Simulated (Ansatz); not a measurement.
# Lattice dynamics of GeF2 (model cell, started as rutile), part 2 of 2

Aim: the phonons of GeF2 (model cell, started as rutile) at a cell relaxed beforehand at this level. After the zone centre comes a 2×2×4 q mesh on a 4×4×8 k mesh.

Ansatz 0.2.0; DFT PBE, scalar-relativistic, plane waves, PAW.

So far. Step 2 (Modes at Γ): Before it was imposed, the acoustic sum rule was missed by 3.5e-5 eV/Å² and the charge sum rule by 0.0018 e. Small misses are needed for a sound result but don't prove that mesh and cutoff are converged. The lowest optical mode is imaginary, 192.4i cm⁻¹, so the energy falls along it.

The structure was built from a prototype and need not be the compound's stable phase.

## 3. Phonons on a q mesh

Stability and thermal properties need the whole zone. Linear response on a 2×2×4 q mesh gives force constants as far as a supercell of that size would, and the tensors from the zone-centre run are typed in so that the long-range dipole term is interpolated apart.

input.yaml

```yaml
crystal:
  lattice:
    - [5.2390464767, 0.0, 0.0]
    - [0.0, 5.2390464767, 0.0]
    - [0.0, 0.0, 3.5488479333]
  atoms:
    - { symbol: Ge, position: [0.0, 0.0, 0.0] }
    - { symbol: Ge, position: [0.5, 0.5, 0.5] }
    - { symbol: F, position: [0.3030272295, 0.3030272295, 0.0] }
    - { symbol: F, position: [0.6969727705, 0.6969727705, 0.0] }
    - { symbol: F, position: [0.8030272295, 0.1969727705, 0.5] }
    - { symbol: F, position: [0.1969727705, 0.8030272295, 0.5] }
kpoints:
  mp_grid: { grid: [4, 4, 8] }
hamiltonian:
  xc: pbe
scf:
  occupations: { method: fixed }
output:
  eigenvalues: true
phonons:
  method: dfpt
  qmesh: [2, 2, 4]
  temperatures: { t_max: 1000, t_step: 50 }
  qpath:
    path:
      - [[0.0, 0.0, 0.0], [0.0, 0.5, 0.0], [0.5, 0.5, 0.0], [0.0, 0.0, 0.0], [0.0, 0.0, 0.5], [0.0, 0.5, 0.5], [0.5, 0.5, 0.5], [0.0, 0.0, 0.5]]
      - [[0.0, 0.5, 0.0], [0.0, 0.5, 0.5]]
      - [[0.5, 0.5, 0.0], [0.5, 0.5, 0.5]]
    npoints: 10
  non_analytic_term:
    high_frequency_dielectric_tensor: [[3.6297, 0.0, 0.0], [0.0, 3.6297, 0.0], [0.0, 0.0, 3.6879]]
    born_effective_charges:
      - { species: Ge, tensor: [[3.208, 0.597, 0.0], [0.597, 3.208, 0.0], [0.0, 0.0, 3.7421]] }
      - { species: Ge, tensor: [[3.208, -0.597, 0.0], [-0.597, 3.208, 0.0], [0.0, 0.0, 3.7421]] }
      - { species: F, tensor: [[-1.604, -1.2559, 0.0], [-1.2559, -1.604, 0.0], [0.0, 0.0, -1.871]] }
      - { species: F, tensor: [[-1.604, -1.2559, 0.0], [-1.2559, -1.604, 0.0], [0.0, 0.0, -1.871]] }
      - { species: F, tensor: [[-1.604, 1.2559, 0.0], [1.2559, -1.604, 0.0], [0.0, 0.0, -1.871]] }
      - { species: F, tensor: [[-1.604, 1.2559, 0.0], [1.2559, -1.604, 0.0], [0.0, 0.0, -1.871]] }
    source: "zone-centre run at this cell"
```

Command:

```console
$ ansatz run input.yaml --threads 8 --pin off --max-ram 14336MiB --backend cpu --events-out ev --progress --plain --runs-dir out
```

Numbers of over 12 decimals in the logs are rounded to 6 here.

The log of the run:

```text
Warning: phonons: the dynamical matrix that this run interpolates holds no multipole term above the dipole-dipole one, and a site of this crystal is no centre of inversion, so its interpolated transverse optical and acoustic branches and sound speeds can stay off near Gamma, and the density of states and the thermodynamics with them. What a run solves at a wave vector of phonons.qpoints, Gamma apart, where the deck admits one, is free of this, and under fd what a larger phonons.supercell samples
[...]
Crystal: 6 atoms, lattice volume = 97.407 Å³
Basis set: ecut = 420 eV, 1915 PW (Γ), exchange–correlation on 72×72×48 points (8 copies of the dense FFT grid, shifted against one another)
Bands: 34, of which v1, the nominal top of the filled ones, is band 28 counted from 1 (27 counted from 0)
Symmetry: 16 space group operations
k-points: 30 of 128
[...]
SCF iter   1: F=—  HF=-11823.999544 eV  |F-HF|=—  |Δ(HF+E_count)|=         —  Δρ=2.88e-3  dr2=2.74e-3  ethr=1.77e-3  ⟨swp⟩=4.0  Hψ=3561  notcnv=0  defer=87
[...]
SCF iter   9: F=-11823.999783 eV  HF=-11823.999783 eV  |F-HF|=0.00e0  |Δ(HF+E_count)|=  3.27e-10  Δρ=6.18e-8  dr2=3.13e-12  ethr=1.00e-12  ⟨swp⟩=8.9  Hψ=6106  notcnv=0
SCF 1 converged in 9 iterations: F = -11823.999783 eV  dr2 = 3.13e-12
[...]
NSCF: frozen V_eff on 30 k-points
[...]
DFPT response loops at q = (0, 0, 0) (fractional): preconditioner auto → none (the input reference at scf.mixing.eps_inf says where Resta's filter doesn't serve); β = 0.50; Broyden in place of MSR1
[...]
SCF converged after 9 iterations
Free energy (F): -11823.999783 eV
[...]
Internal energy: -11823.999783 eV  (E = F + TS)
E sigma→0 (E₀):  -11823.999783 eV
Fermi energy:    3.679640 eV
[...]
--- Band table (eV; the first three rows and the last of 30) ---
  k-point 0: bands = [... 24 lower, 0.5357, 0.5357, 0.8124, 3.5855, 6.6807, 6.6807, 9.3442, 9.8682, ... 2 higher]
  k-point 1: bands = [... 24 lower, 0.5177, 0.5797, 0.7730, 3.6408, 6.9965, 6.9965, 8.9662, 9.8610, ... 2 higher]
  k-point 2: bands = [... 24 lower, 0.4537, 0.6556, 1.4938, 3.6796, 7.7614, 7.7614, 8.3885, 9.5842, ... 2 higher]
  k-point 29: bands = [... 24 lower, 0.4925, 0.4925, 2.4900, 2.4900, 8.5352, 8.5352, 8.8052, 8.8052, ... 2 higher]
--- Phonons (Γ-DFPT): 4 representative perturbations + reference (Σ response iterations 14) ---
  ASR residual: 3.413e-5 → 0.000e0 eV/Å²; symmetrization residual: 9.301e-6 eV/Å²
  ASR residual per site (eV/Å²): 3.41e-5 3.41e-5 9.50e-6 9.50e-6 9.50e-6 9.50e-6
[...]
--- Phonons (arbitrary-q DFPT): 9 irreducible q on the 2×2×4 mesh ---
  q = [0.0000, 0.0000, 0.0000] (star 1, of the zone-centre solve; hermiticity 3.72e-6, symmetrization 4.53e-12): -192.42 -176.62 -176.62 -116.67 -0.00 -0.00 -0.00 61.73 91.75 120.87 120.87 174.77 176.47 176.47 202.92 202.92 244.11 372.23
  q = [0.0000, 0.0000, 0.2500] (star 2, 4 solved perturbations in 272 linear systems a pass and spin channel, the states on 80 of 128 k-point pairs; hermiticity 4.39e-7, symmetrization 5.04e-13): -181.76 -181.76 -124.83 49.86 49.86 86.38 109.45 109.45 120.74 126.00 126.00 155.98 162.18 175.33 175.33 212.39 349.73 360.94
[...]
q = [0.0000, -0.5000, 0.0000] (star 2, 6 solved perturbations on 50 of 128 k-point pairs; hermiticity 9.76e-6, symmetrization 4.88e-6): -157.14 -157.14 37.24 37.24 63.25 63.25 107.33 107.33 134.45 134.45 165.51 165.51 177.07 177.07 181.63 181.63 370.38 370.38
[...]
sum rule: each row above includes the acoustic sum rule's correction from the zone centre's row sums; it moved no ω² by more than (0.45 cm⁻¹)²
  mesh force constants: q→R imaginary residual 1.41e-17; ASR residual 3.413e-5 → 0.000e0 eV/Å²; symmetrization residual 2.808e-15 eV/Å²
  interpolated dispersion: 94 rows × 18 modes
  density of states and harmonic sums: on the 12×12×20 q-mesh, interpolated from the force constants of a 2×2×4 supercell (with the dipole–dipole term of supplied tensors)
  largest difference from the sums on the solved wave vectors: F 5.57e-3 eV, S 6.76e-6 and C_V 2.65e-6 eV/K
  zero-point energy: 0.142758 eV/cell   skipped modes (ω ≤ 0): 1092, of them read as no rigid motion or as one in doubt: 1089 (3.553e0 modes/cell left out, lowest -216.29 cm⁻¹)   left out of the sums: 1.97e-1 of the cell's modes: C_V's classical limit lies that fraction below 3 k_B per atom; for a crystal, a wire or a layer, F and S can be off by more, and a phonons.interpolated_qmesh denser along its periods is the remedy for the sampling
```

Elapsed: 1.9 min, on 8 threads of Arm Neoverse V2, shared host; peak memory 1.1 GiB; 14 min of CPU time.

This step gave:

| Property | Result |
| --- | --- |
| sum-rule residual before enforcement | 3.41e-5 eV/Å² |
| lowest frequency on the path | -216.3 cm⁻¹ |
| highest frequency on the path or at a solved wavevector | 389.6 cm⁻¹ |
| lowest mode on the q mesh (acoustic modes at Γ apart) | -216.3 cm⁻¹ |

Frequencies (cm⁻¹) solved at each irreducible wavevector; negative means imaginary. Frequencies by wavevector, by row:

```csv
q in reciprocal lattice units,star,mode 1,mode 2,mode 3,mode 4,mode 16,mode 17,mode 18
0 0 0,1,-192.4,-176.6,-176.6,-116.7,202.9,244.1,372.2
0 0 0.25,2,-181.8,-181.8,-124.8,49.9,212.4,349.7,360.9
0 0 -0.5,1,-190.4,-190.4,-72.7,-72.7,201.2,331.3,331.3
0 -0.5 0,2,-157.1,-157.1,37.2,37.2,181.6,370.4,370.4
0 -0.5 0.25,4,-187.9,-187.9,-60.9,-60.9,192.6,345.3,345.3
0 -0.5 -0.5,2,-216.3,-216.3,-180.6,-180.6,231,317.6,317.6
-0.5 -0.5 0,1,-169.2,-169.2,-162.1,-162.1,237.9,352.8,352.8
-0.5 -0.5 0.25,2,-173.4,-173.4,57.6,57.6,206.3,329.5,329.5
-0.5 -0.5 -0.5,1,-181.4,-181.4,-59.8,-59.8,199.3,301.8,301.8
```

Interpolated from a 2×2×4 q mesh, with the LO-TO term (at Γ the limit along the path; where Γ stands inside the path, tables give the limit on arrival). The phonon branches at the labelled points (cm⁻¹):

```csv
point,branch 1,branch 2,branch 3,branch 4,branch 15,branch 16,branch 17,branch 18
Γ,-192,-177,-117,0,203,244,372,377
halfway,-182,-129,-129,34,204,225,370,375
X,-157,-157,37,37,182,182,370,370
halfway,-160,-160,-97,-97,211,211,368,368
M,-169,-169,-162,-162,238,238,353,353
halfway,-176,-159,-139,47,179,227,360,388
Γ,-192,-177,-117,0,203,244,372,377
halfway,-182,-182,-125,50,175,212,350,361
Z,-190,-190,-73,-73,201,201,331,331
halfway,-192,-192,-166,-166,215,215,326,326
R,-216,-216,-181,-181,231,231,318,318
halfway,-188,-188,-161,-161,220,220,311,311
A,-181,-181,-60,-60,199,199,302,302
halfway,-202,-189,-186,-89,200,230,314,324
Z,-190,-190,-73,-73,201,201,331,331
jump to X,-157,-157,37,37,182,182,370,370
halfway,-188,-188,-61,-61,192,192,345,345
R,-216,-216,-181,-181,231,231,318,318
jump to M,-169,-169,-162,-162,238,238,353,353
halfway,-173,-173,58,58,206,206,330,330
A,-181,-181,-60,-60,199,199,302,302
```

Tetrahedra on a 12×12×20 mesh, mean over bins of 5 cm-1. Interpolated from a 2×2×4 q mesh. Table of phonon density of states by wavenumber; read off at these points:

```csv
wavenumber (cm⁻¹),phonon density of states (1/cm⁻¹/cell)
-218,2.6e-4
-202,0.0184
-182,0.0477
-168,0.0476
-152,0.0292
-138,0.0173
-118,0.0121
-102,0.0124
-88,0.0110
-68,0.00881
-52,0.00634
-38,0.00447
-18,0.00353
-2,0.00343
12,0.00391
28,0.00811
48,0.0219
62,0.0523
72,0.108
78,0.0969
98,0.0578
112,0.121
118,0.156
128,0.0864
148,0.0617
162,0.0514
172,0.0819
178,0.0712
192,0.0769
212,0.0371
228,0.0213
242,5.0e-4
262,0
278,0
292,0
312,0.0111
328,0.0328
342,0.0319
358,0.0352
378,0.0124
392,0
```

The partial phonon density of states has structure finer than the step of the table below, so its rows give means over 20 cm⁻¹, whole bins alone (the curve runs from -226 to 411 cm⁻¹). Peaks (cm⁻¹: height): F -169.9: 0.0394, 118.6: 0.0961, 174.7: 0.0518, 330.9: 0.0304; Ge -165.9: 0.00904, 74.5: 0.0497, 118.6: 0.0388, 198.7: 0.0354.

Phonopy on the run's constants, 11x11x15 mesh, Gaussian sigma 4.6 cm-1. Interpolated from a 2×2×4 q mesh. The partial phonon density of states by wavenumber; means over each step; values in 1/cm⁻¹/cell:

```csv
wavenumber (cm⁻¹),F,Ge
-200,0.0171,0.00395
-180,0.0373,0.00779
-160,0.0295,0.00782
-140,0.0164,0.00445
-120,0.00935,0.00208
-100,0.0106,0.00158
-80,0.0100,0.00118
-60,0.00570,8.1e-4
-40,0.00417,6.2e-4
-20,0.00139,2.2e-4
0,7.4e-4,2.6e-4
20,0.00526,0.00238
40,0.0106,0.0101
60,0.0208,0.0292
80,0.0397,0.0378
100,0.0434,0.0266
120,0.0803,0.0348
140,0.0449,0.0241
160,0.0410,0.0167
180,0.0403,0.0215
200,0.0272,0.0328
220,0.00953,0.0201
240,0.00203,0.00273
260,2.0e-5,1.0e-6
280,1.5e-6,0
300,0.00269,4.1e-5
320,0.0213,0.00108
340,0.0294,0.00306
360,0.0274,0.00378
380,0.00899,0.00187
400,2.9e-4,6.8e-5
```

Symmetry leaves 9 wavevectors to solve. The lowest mode among them, the acoustic zeros apart, lies at q = (0, -0.5, -0.5) and is imaginary, 216.3i cm⁻¹, so the energy falls along it.

## 4. Summary of results

- space group (within 0.01 Å): P4_2/mnm
- volume per atom: 16.2 Å³
- gap on the k-mesh: 3.00 eV
- highest optical mode at the zone centre (no LO-TO term): 372 cm⁻¹
- top of the zone-centre spectrum with the field: 377 cm⁻¹
- lowest optical zone-centre mode: -192 cm⁻¹
- mean high-frequency dielectric constant: 3.65
- largest Born charge (third of the trace): 3.39 e
- lowest mode on the q mesh (acoustic modes at Γ apart): -216 cm⁻¹
- highest frequency on the path or at a solved wavevector: 390 cm⁻¹
- imaginary modes on the 2×2×4 q mesh: yes

What this shows: Modes are clearly imaginary (beyond 10i cm⁻¹) at 9 of the 9 irreducible wavevectors, most at q = (0, -0.5, -0.5) (216.3i cm⁻¹), so this structure is not a minimum of the energy. Without the field, the optical modes at Γ span -192 to 372 cm⁻¹ (negative means imaginary). The highest mode in this list at Γ, 372.2 cm⁻¹, is mostly motion of F (100 % of the kinetic energy). With the macroscopic field of the longitudinal modes the top of the zone-centre spectrum lies at 377 cm⁻¹, against 372 cm⁻¹ without it. Among the real modes, the strongest infrared line is at 121 cm⁻¹. Averaged over orientations, the strongest Raman line at 532 nm and 300 K is at 176 cm⁻¹. The program warns that the interpolation holds no quadrupole term, so branches close to Γ can be off in this crystal. The starting cell was built on a prototype and not taken from a measurement, so the phase need not exist. These are harmonic frequencies at zero temperature: anharmonic shifts, linewidths and thermal expansion are left out.

[Logs are printed without paths, hosts, clocks, repeated set-up lines and the standing remarks that a program may print on its own settings, such as how far it seeks lower states.]

[Hosts, paths, dates, database ids (printed as entryN), source tags and the programs' standing remarks are cut or masked in the printed files.]
